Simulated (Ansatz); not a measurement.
System: Sb2Se3 (Antimonselite).

It takes space group Pnma (No. 62, orthorhombic). Conventional cell: a = 11.770 Å, b = 3.962 Å, c = 11.620 Å, α = 90.00°, β = 90.00°, γ = 90.00°. Nearest to Sb lie 6 Se at 2.66 to 3.26 Å. Sb has 5 Se at 2.58 to 2.98 Å nearest. Nearest to Se lie 5 Sb at 2.58 to 3.22 Å. Nearest to Se lie 3 Sb at 2.66 to 3.26 Å. Nearest to Se lie 3 Sb at 2.66 to 2.78 Å. Farther neighbours and most contacts between anions are not listed.

```
Sb Se
1.0
    11.77000    0.00000    0.00000
     0.00000    3.96200    0.00000
     0.00000    0.00000   11.62000
Sb Se
8 12
Direct
  0.03050 0.25000 0.32800
  0.96950 0.75000 0.67200
  0.46950 0.75000 0.82800
  0.53050 0.25000 0.17200
  0.14780 0.75000 0.03970
  0.85220 0.25000 0.96030
  0.35220 0.25000 0.53970
  0.64780 0.75000 0.46030
  0.05340 0.25000 0.87320
  0.94660 0.75000 0.12680
  0.44660 0.75000 0.37320
  0.55340 0.25000 0.62680
  0.13020 0.75000 0.44340
  0.86980 0.25000 0.55660
  0.36980 0.25000 0.94340
  0.63020 0.75000 0.05660
  0.21320 0.25000 0.19350
  0.78680 0.75000 0.80650
  0.28680 0.75000 0.69350
  0.71320 0.25000 0.30650
```

The cell and positions come from the Crystallography Open Database and are kept as given unless a step says otherwise. Spin-orbit coupling is left out unless a run names it.

Gaps computed with Ansatz 0.2.0 without a self-energy: HSE06 1.47 eV and HSE06+SOC 1.36 eV.

**Question.** Estimate the G0W0@PBE gap with 2×4×2 mesh, 2971 empty bands, screening to 180 eV, hard PAW files.

About 1.42 eV: on its mesh the run moves the gap from 1.03 eV by +0.39 eV. Bands and cutoff are finite, so the gap is not at the basis limit. The miss can reach some tenths of an eV and take either sign; the mesh is an error of its own. The 2×4×2 mesh is coarse for this cell (its supercell is 16 Å along the shortest edge). The RPA ε∞ on it, from the PBE start, is 11.72, 17.68 and 18.46; such meshes misread the long-range screening, most where the gap is narrow. The many-body steps are scalar-relativistic: spin-orbit coupling is not in them.

[Paths, hosts, dates, memory and timing lines, banners, echoed tables and standing remarks are left out of the program output.]

[Logs are printed without paths, hosts, clocks, repeated set-up lines and the standing remarks that a program may print on its own settings, such as how far it seeks lower states.]

[Runs of the session that timed out or met a known fault of the program may be left out.]

[Cells called generated may have been cut or substituted from an entry of the Crystallography Open Database or the Materials Project.]

[Hosts, paths, dates, database ids (printed as entryN), source tags and the programs' standing remarks are cut or masked in the printed files.]
